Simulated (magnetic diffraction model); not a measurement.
# Which magnetic order? Tb3Al3IrRu2

Space group P-62m (no. 189), a = 6.8480 Å, c = 4.0850 Å.

```
site  atom       x    y    z
  1b    Ir       0    0  1/2
  3g    Tb  0.4039    0  1/2
  2c    Ru     2/3  1/3    0
  3f    Al  0.7441    0    0
```

This is a made-up structure (elements placed in a structure type, unrelaxed), so the numbers test the method and describe no known phase.

Only Tb is taken to order (form factors of Tb3+); orders and moment sizes are assumed, and not adapted to the symmetry. Radiation: neutrons of λ = 1.8 Å (absorption by Ir left out), 3° to 70°; isotropic B of 0.21 Å² (Ir), 0.28 Å² (Tb), 0.27 Å² (Ru) and 0.39 Å² (Al). Simulated constant-wavelength pattern: nuclear and magnetic terms add, the magnetic one as |2.695 fm × Σ f S⊥ exp(2πi Q·r) exp(−B s²)|², summed over all Q at one angle with the factor 1/(sin²θ cos θ). For collinear order S is the moment m, which repeats by lattice and centring translations R with the sign exp(−2πi k·R). Free-ion form factors, Sears's scattering lengths of 1992, no absorption; a label names one of the reflections at its angle. The strongest nuclear line in the range is 100, and lines under 0.2 are left out.

Above the ordering temperature:

```tsv
2θ (°)	index	I
17.46	(1 0 0)	1.0
25.45	(0 0 1)	2.9
30.48	(1 1 0)	17.2
31.03	(1 0 1)	15.8
35.34	(2 0 0)	10.8
40.12	(1 1 1)	61.3
44.05	(2 0 1)	100.0
47.34	(2 1 0)	21.1
52.29	(0 0 2)	35.5
54.16	(3 0 0)	48.7
54.51	(2 1 1)	46.0
55.55	(1 0 2)	0.2
60.77	(3 0 1)	0.6
61.74	(1 1 2)	10.0
63.43	(2 2 0)	12.0
64.69	(2 0 2)	7.7
66.35	(3 1 0)	12.8
69.50	(2 2 1)	4.1
```

Below it (cell unchanged):

```csv
2θ (°),I
12.65,50.8
17.46,1.0
21.62,319.4
25.45,2.9
30.48,17.2
31.03,15.8
33.12,74.8
35.34,10.8
37.67,81.9
38.60,4.3
40.12,61.3
42.65,75.0
44.05,100.0
47.34,21.1
49.21,69.6
49.95,26.9
52.29,35.5
53.32,33.8
54.16,48.7
54.51,46.0
55.55,0.2
55.86,31.6
60.77,0.6
61.74,10.0
62.67,40.5
63.43,12.0
64.69,7.7
64.97,23.6
66.35,12.8
66.84,1.0
67.86,17.4
68.47,17.9
69.50,4.1
69.69,20.2
```

**Question.** Find the propagation vector, then choose among these models:
A. collinear moments along [101], 7.8 μB on Tb; signs + at (0.4039, 0, 1/2), + at (0.5961, 0.5961, 1/2), − at (0, 0.4039, 1/2)
B. collinear moments along [100], 7.8 μB on Tb; signs + at (0.4039, 0, 1/2), + at (0.5961, 0.5961, 1/2), + at (0, 0.4039, 1/2)
C. collinear moments along [101], 7.8 μB on Tb; signs + at (0.4039, 0, 1/2), + at (0.5961, 0.5961, 1/2), + at (0, 0.4039, 1/2)
D. collinear moments along [100], 7.8 μB on Tb; signs + at (0.4039, 0, 1/2), + at (0.5961, 0.5961, 1/2), − at (0, 0.4039, 1/2)

The new lines index as (0 0 1/2) at 12.65°, (1 0 1/2) at 21.62°, (1 1 1/2) at 33.12° and (0 2 1/2) at 37.67°, that is as H ± k with k = (0 0 1/2). Half indices mean that the moments reverse under translations with k·R a half-integer, and the magnetic cell has twice the primitive volume.

Magnetic intensity, observed (below minus above) and for each model:

| 2θ (°) | index | observed | A | B | C | D |
| --- | --- | --- | --- | --- | --- | --- |
| 12.65 | (0 0 1/2) | 50.8 | 50.8 | 620.4 | 457.5 | 68.9 |
| 21.62 | (1 0 1/2) | 319.4 | 319.4 | 37.6 | 37.3 | 312.8 |
| 33.12 | (1 1 1/2) | 74.8 | 74.8 | 174.8 | 196.8 | 70.2 |
| 38.60 | (0 0 3/2) | 4.3 | 4.3 | 53.0 | 39.1 | 5.9 |
| 42.65 | (1 0 3/2) | 75.0 | 75.0 | 10.5 | 8.3 | 95.1 |
| 49.21 | (2 1 1/2) | 69.6 | 69.6 | 37.4 | 44.7 | 51.8 |
| 49.95 | (1 1 3/2) | 26.9 | 26.9 | 87.5 | 75.6 | 31.4 |
| 67.86 | (3 1 1/2) | 17.4 | 17.4 | 53.6 | 65.5 | 14.1 |

Model A matches.

The structure used: k = (0 0 1/2), collinear moments along [101], 7.8 μB on Tb; signs + at (0.4039, 0, 1/2), + at (0.5961, 0.5961, 1/2), − at (0, 0.4039, 1/2).

[Logs are printed without paths, hosts, clocks, repeated set-up lines and the standing remarks that a program may print on its own settings, such as how far it seeks lower states.]
